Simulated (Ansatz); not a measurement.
## Knight shifts in Pb (Lead)

Aim: the contact shift that conduction electrons give to the nuclei of Pb (Lead), and how far it is converged.

Main program and level: Ansatz 0.2.0; DFT, PBE, plane-wave PAW, default files (PAW set soft_2), collinear spin, scalar-relativistic.

### Step 1. Set-up

The structure is cubic, space group Fm-3m (No. 225). The conventional cell has a = 4.950 Å, b = 4.950 Å, c = 4.950 Å, α = 90.00°, β = 90.00°, γ = 90.00°. Nearest to Pb lie 12 Pb at 3.50 Å.

Structure file:

```cif
data_structure
_symmetry_space_group_name_H-M 'Fm-3m'
_symmetry_Int_Tables_number 225
_cell_length_a 4.9500
_cell_length_b 4.9500
_cell_length_c 4.9500
_cell_angle_alpha 90.000
_cell_angle_beta 90.000
_cell_angle_gamma 90.000
_cell_volume 121.29
loop_
_atom_site_label
_atom_site_type_symbol
_atom_site_symmetry_multiplicity
_atom_site_Wyckoff_symbol
_atom_site_fract_x
_atom_site_fract_y
_atom_site_fract_z
_atom_site_occupancy
Pb1 Pb 4 a 0.00000 0.00000 0.00000 1
```

The cell is an entry of the Crystallography Open Database; it need not be the form that is stable at ambient conditions.

### Step 2. Applying a field to the spins

A field acting on the spins alone polarises the electrons at the Fermi level, and through exchange the cores. The spin density that this leaves at a nucleus gives the contact field (2μ₀/3) μB ρ_s, and its ratio to B is the isotropic contact shift K; the spin-dipolar anisotropy is not included. The field, 300 T, is far above laboratory fields so that the moment stands clear of numerical noise; it splits the spins by 35 meV, against a smearing of 100 meV. The net moment comes from states near the Fermi level, so the mesh must be dense.

Contents of input.yaml:

```yaml
crystal:
  lattice:
    - [0.0, 2.47502, 2.47502]
    - [2.47502, 0.0, 2.47502]
    - [2.47502, 2.47502, 0.0]
  atoms:
    - { symbol: Pb, position: [0.0, 0.0, 0.0] }
kpoints:
  mp_grid: { grid: [22, 22, 22] }
scf:
  lower_state_search: "off"
  occupations: { method: fermi_dirac, width: 0.1 }
  convergence: { dr2_threshold: 1.0e-10 }
hamiltonian:
  xc: pbe
output:
  efg: { contact_densities: true }
  forces: true
  dos: { de: 0.02 }
  write_density: true
  write_potential: true
  elf: true
  volumetric_format: npy
magnetization:
  spin_polarized: true
  magnetic_field: 300
```

On the command line:

```sh
> ansatz run input.yaml --threads 2 --pin off --max-ram 4096MiB --backend cpu --events-out ev --progress --plain --runs-dir out
```

Numbers of over 12 decimals in the logs are rounded to 6 here.

The log of the run:

```text
[a pick of lines, long numbers rounded; other set-up, energy and force rows are left out]
Functional definition: PBE
Basis set: ecut = 420 eV, 609 PW (Γ), exchange–correlation on 48×48×48 points (8 copies of the dense FFT grid, shifted against one another)
Symmetry: 48 space group operations
k-points: 328 of 10648
SCF iter   1: F=—  HF=-11905.829717 eV  |F-HF|=—  |Δ(HF+E_count)|=         —  Δρ=1.44e-2 (↑1.36e-2 ↓1.44e-2)  dr2=2.88e-2  dr2_m=5.02e-2  M=0.792 μB ∫|m|=0.792 μB  ethr=2.10e-4  ⟨swp⟩=1.0  Hψ=59410  notcnv=0
SCF iter   2: F=—  HF=-11906.327035 eV  |F-HF|=—  |Δ(HF+E_count)|=         —  Δρ=1.23e-2 (↑1.23e-2 ↓1.06e-2)  dr2=2.97e-2  dr2_m=3.24e-2  M=0.168 μB ∫|m|=0.177 μB  β_m=0.30  ethr=2.06e-4  ⟨swp⟩=2.9  Hψ=13700  notcnv=0
preconditioner: auto → none  [metal: Δε(μ)=0.013 eV  Ē_g=19.758 eV  σ=0.100 eV  W_gap=0.03  n_scr=8 (ndim 8)  ℏωp=25.2 eV  f_vac=0.000  D(μ)=0.51/eV (n_scr^D=0)  sad-step TF]
SCF iter   3: F=—  HF=-11906.361574 eV  |F-HF|=—  |Δ(HF+E_count)|=   3.45e-2  Δρ=9.13e-3 (↑9.13e-3 ↓8.10e-3)  dr2=1.73e-2  dr2_m=1.82e-2  M=0.131 μB ∫|m|=0.138 μB  β_m=0.30  ethr=2.06e-4  ⟨swp⟩=1.0  Hψ=8618  notcnv=0
SCF iter   4: F=—  HF=-11906.379485 eV  |F-HF|=—  |Δ(HF+E_count)|=   1.79e-2  Δρ=6.22e-3 (↑6.22e-3 ↓6.16e-3)  dr2=7.92e-4  dr2_m=1.03e-2  M=0.103 μB ∫|m|=0.108 μB  β_m=0.30  ethr=1.23e-4  ⟨swp⟩=2.1  Hψ=13184  notcnv=0
SCF iter   5: F=—  HF=-11906.411307 eV  |F-HF|=—  |Δ(HF+E_count)|=         —  Δρ=3.41e-4 (↑3.14e-4 ↓3.41e-4)  dr2=8.41e-5  dr2_m=6.45e-6  M=0.009 μB ∫|m|=0.009 μB  β_m=1.00  ethr=5.66e-6  ⟨swp⟩=7.9  Hψ=47255  notcnv=0  defer=50
SCF iter   6: F=—  HF=-11906.411340 eV  |F-HF|=—  |Δ(HF+E_count)|=   3.27e-5  Δρ=2.21e-4 (↑2.12e-4 ↓2.21e-4)  dr2=4.14e-5  dr2_m=2.98e-7  M=0.011 μB ∫|m|=0.011 μB  β_m=1.00  ethr=6.00e-7  ⟨swp⟩=1.0  Hψ=12464  notcnv=0  defer=46
SCF iter   7: F=—  HF=-11906.411360 eV  |F-HF|=—  |Δ(HF+E_count)|=   2.04e-5  Δρ=4.07e-5 (↑3.73e-5 ↓4.07e-5)  dr2=1.15e-6  dr2_m=1.63e-8  M=0.011 μB ∫|m|=0.011 μB  β_m=0.30  ethr=2.96e-7  ⟨swp⟩=2.1  Hψ=11571  notcnv=0  defer=46
SCF iter   8: F=—  HF=-11906.411360 eV  |F-HF|=—  |Δ(HF+E_count)|=   6.05e-7  Δρ=2.35e-5 (↑2.18e-5 ↓2.35e-5)  dr2=3.47e-7  dr2_m=9.50e-9  M=0.011 μB ∫|m|=0.011 μB  β_m=0.50  ethr=8.19e-9  ⟨swp⟩=1.2  Hψ=7757  notcnv=0  defer=46
SCF iter   9: F=—  HF=-11906.411360 eV  |F-HF|=—  |Δ(HF+E_count)|=   1.13e-7  Δρ=4.78e-6 (↑4.78e-6 ↓4.45e-6)  dr2=1.12e-8  dr2_m=1.39e-9  M=0.011 μB ∫|m|=0.011 μB  β_m=0.63  ethr=2.48e-9  ⟨swp⟩=2.2  Hψ=10619  notcnv=0  defer=46
SCF iter  10: F=—  HF=-11906.411360 eV  |F-HF|=—  |Δ(HF+E_count)|=   1.49e-8  Δρ=5.44e-7 (↑4.84e-7 ↓5.44e-7)  dr2=3.19e-11  dr2_m=6.55e-11  M=0.011 μB ∫|m|=0.011 μB  β_m=0.75  ethr=8.03e-11  ⟨swp⟩=2.0  Hψ=8211  notcnv=0  defer=46
SCF iter  11: F=-11906.411360 eV  HF=-11906.411360 eV  |F-HF|=2.36e-11  |Δ(HF+E_count)|=  1.31e-10  Δρ=1.82e-7 (↑1.82e-7 ↓1.82e-7)  dr2=1.28e-12  dr2_m=8.80e-12  M=0.011 μB ∫|m|=0.011 μB  β_m=0.88  ethr=1.00e-12  ⟨swp⟩=5.0  Hψ=38292  notcnv=0
SCF iter  12: F=-11906.411360 eV  HF=-11906.411360 eV  |F-HF|=0.00e0  |Δ(HF+E_count)|=  4.00e-11  Δρ=1.65e-8 (↑1.65e-8 ↓1.63e-8)  dr2=3.19e-15  dr2_m=7.30e-14  M=0.011 μB ∫|m|=0.011 μB  β_m=0.92  ethr=1.00e-12  ⟨swp⟩=4.2  Hψ=27789  notcnv=0
SCF iter  13: F=-11906.411360 eV  HF=-11906.411360 eV  |F-HF|=3.64e-12  |Δ(HF+E_count)|=    0.00e0  Δρ=1.50e-9 (↑1.23e-9 ↓1.50e-9)  dr2=2.58e-16  dr2_m=4.14e-16  M=0.011 μB ∫|m|=0.011 μB  ethr=1.00e-12  ⟨swp⟩=3.7  Hψ=23383  notcnv=0
SCF converged after 13 iterations
Magnetization: 0.0113 μB (7.0056 up, 6.9944 down)
Absolute magnetization: 0.0113 μB (∫|ρ↑−ρ↓|, with the PAW one-centre terms)
Per-site moments (μB) at R_I (Å): [(0.00705156, 1.443835)]
Free energy (F): -11906.411360 eV
Fermi energy:    11.000854 eV
--- Forces (eV/Å), atoms counted from 1 ---
--- PAW observables at the nuclei: V_zz in 10²¹ V/m², potentials from the cell's mean, atoms counted from 1 ---
  atom   1  Pb V_zz =    +0.000000   η = 0.0000   by run symmetry: forbidden
            electrostatic potential = -17482.104642 V   contact ρ = 16532472.356322 e/Å³   contact ρ_s (e/Å³): all electrons +0.500214, valence +0.523744
--- Band table (eV; the first three rows and the last of 656) ---
  k-point 0 ↑: bands = ["-6.1316", "-6.1316", "-6.1316", "-5.9916", "-5.9916", "-0.8027", "18.3653", "18.3653", "18.3653", "20.6940", "22.2921"]
  k-point 1 ↑: bands = ["-6.1316", "-6.1284", "-6.1284", "-5.9919", "-5.9919", "-0.7629", "17.8187", "18.3136", "18.3136", "20.5749", "22.5635"]
  k-point 2 ↑: bands = ["-6.1318", "-6.1200", "-6.1200", "-5.9921", "-5.9921", "-0.6434", "16.6106", "18.1696", "18.1696", "20.3870", "23.0264"]
  k-point 327 ↓: bands = ["-6.0853", "-6.0681", "-6.0012", "-5.9062", "-5.7864", "4.3892", "9.3025", "9.9476", "11.2775", "21.5510", "22.4460"]
```

It took 23 s on 2 threads of Arm Neoverse N1, shared host; peak memory 0.49 GiB.

The moment is 0.0113 μB a cell, a spin susceptibility of 20.9 × 10⁻⁶ emu per mole of atoms. With 7.769 T for 1 e/Å³:

| site | nucleus | contact shift (ppm) | from valence states | rest (mostly cores) |
| --- | --- | --- | --- | --- |
| Pb | 207Pb | 13000 | 13600 | -609 |

The split depends on the files: semicore shells that they treat as valence count in the first part.

### Step 3. Is the response linear?

The shift is a ratio that holds only while the moment grows in step with the field, so the field is doubled.

input.yaml: that of step 2 with these lines changed.

```diff
@@ -18,9 +18,4 @@
   forces: true
-  dos: { de: 0.02 }
-  write_density: true
-  write_potential: true
-  elf: true
-  volumetric_format: npy
 magnetization:
   spin_polarized: true
-  magnetic_field: 300
+  magnetic_field: 600
```

The log of the run:

```text
[a pick of lines, long numbers rounded; other set-up, energy and force rows are left out]
[...]
Basis set: ecut = 420 eV, 609 PW (Γ), exchange–correlation on 48×48×48 points (8 copies of the dense FFT grid, shifted against one another)
[... 1 set-up line as in the run before ...]
k-points: 328 of 10648
[...]
SCF converged after 13 iterations
Magnetization: 0.0225 μB (7.0112 up, 6.9888 down)
Absolute magnetization: 0.0225 μB (∫|ρ↑−ρ↓|, with the PAW one-centre terms)
Per-site moments (μB) at R_I (Å): [(0.014099, 1.443835)]
Free energy (F): -11906.411653 eV
Fermi energy:    11.000865 eV
--- Forces (eV/Å), atoms counted from 1 ---
[...]
atom   1  Pb V_zz =    -0.000000   η = 0.0000   by run symmetry: forbidden
[...]
```

Elapsed: 20 s, on 2 threads; peak memory 0.49 GiB.

The moment goes from 0.0113 to 0.0225 μB, a factor of 2.00, and the shift of Pb from 13000 to 12900 ppm. The response is linear on all sites, to 3 % of the larger of shift and valence part or 3 ppm; the largest move is -12 ppm, on Pb.

### Step 4. How settled the numbers are

Each row names what differs in the settings from the first run, the PAW files staying the same unless named (PBE, default files (PAW set soft_2), mesh 22×22×22, fermi dirac smearing of 0.1 eV, cutoff 420 eV, 300 T). Shifts in ppm; times on 2 threads of Arm Neoverse N1, shared host.

| run | time | χ_s (10⁻⁶ emu/mol) | Pb |
| --- | --- | --- | --- |
| first run | 23 s | 20.9 | 13000 |
| fermi dirac 0.05 eV | 23 s | 20.6 | 12900 |
| 100 T | 40 s | 20.9 | 13000 |
| mesh 8×8×8 | 11 s | 16.1 | 16900 |

### Step 5. Outcome

| Quantity | Value |
| --- | --- |
| 207Pb contact shift | 13000 ppm |
| spin susceptibility | 20.9 × 10⁻⁶ emu per mole of atoms |

In words: The spin part of the Knight shift is 13000 ppm on Pb in the first run. No row of the table has a finer mesh on this cell, so the value may still hold a sampling error; the coarser mesh 8×8×8 differs by +30 % on Pb. Narrowing the smearing to 0.05 eV on the same mesh changes the shift of Pb by -0.3 %. Over the rows of this table on the first cell the shift spans 12900 to 16900 ppm on Pb. 3 further runs of this session (failed, refused or on trial settings) are not shown. The orbital shift is left out. Spin-orbit coupling is missing.

[Logs are printed without paths, hosts, clocks, repeated set-up lines and the standing remarks that a program may print on its own settings, such as how far it seeks lower states.]

[Hosts, paths, dates, database ids (printed as entryN), source tags and the programs' standing remarks are cut or masked in the printed files.]
